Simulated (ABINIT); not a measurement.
Planning a run of ABINIT 10.8.3 on BaTiO3 (R3m). The input:

```
acell 3*1.0 Angstrom
rprim 
  2.827366608379 1.632380872429 2.318393493212
  -2.827366608379 1.632380872429 2.318393493212
  -0.000000000000 -3.264761744908 2.318393493176
ntypat 3
znucl 56 22 8
natom 5
typat 1 2 3 3 3
xred 
  0.000000000000 0.000000000000 0.000000000000
  0.484500000000 0.484500000000 0.484500000000
  0.508600000000 0.508600000000 0.017500000000
  0.017500000000 0.508600000000 0.508600000000
  0.508600000000 0.017500000000 0.508600000000
pp_dirpath "pseudos"
pseudos "Ba.upf, Ti.upf, O.upf"
ecut 38
ngkpt 6 6 6
nshiftk 1
shiftk 0 0 0
kptopt 1
chksymbreak 0
nband 26
occopt 1
tolvrs 1e-10
nstep 60
prtwf 0
optforces 0
optstress 0
indata_prefix "in"
outdata_prefix "out"
tmpdata_prefix "tmp"
```

```sh
OMP_NUM_THREADS=1 mpirun -n 4 abinit run.abi > log
```

Estimate wall time and host memory on 4 MPI ranks of Arm Neoverse V2, shared host.

It took 48 s; on shared hardware allow 24 s to 96 s. Peak host memory was 0.37 GiB.

[Paths, hosts, dates, memory and timing lines, banners, echoed tables and standing remarks are left out of the program output.]

[Logs are printed without paths, hosts, clocks, repeated set-up lines and the standing remarks that a program may print on its own settings, such as how far it seeks lower states.]

[Runs of the session that timed out or met a known fault of the program may be left out.]

[Hosts, paths, dates, database ids (printed as entryN), source tags and the programs' standing remarks are cut or masked in the printed files.]

[G0W0 gaps are taken among the corrected bands and points alone; a level outside them can change the order at an edge.]

[Where Ansatz stands beside ABINIT at settings called matched, ABINIT's density can come from a denser mesh and the files from another edition; pairs whose starting gaps differed by over 0.03 eV were left out, so agreement reads better than it is.]
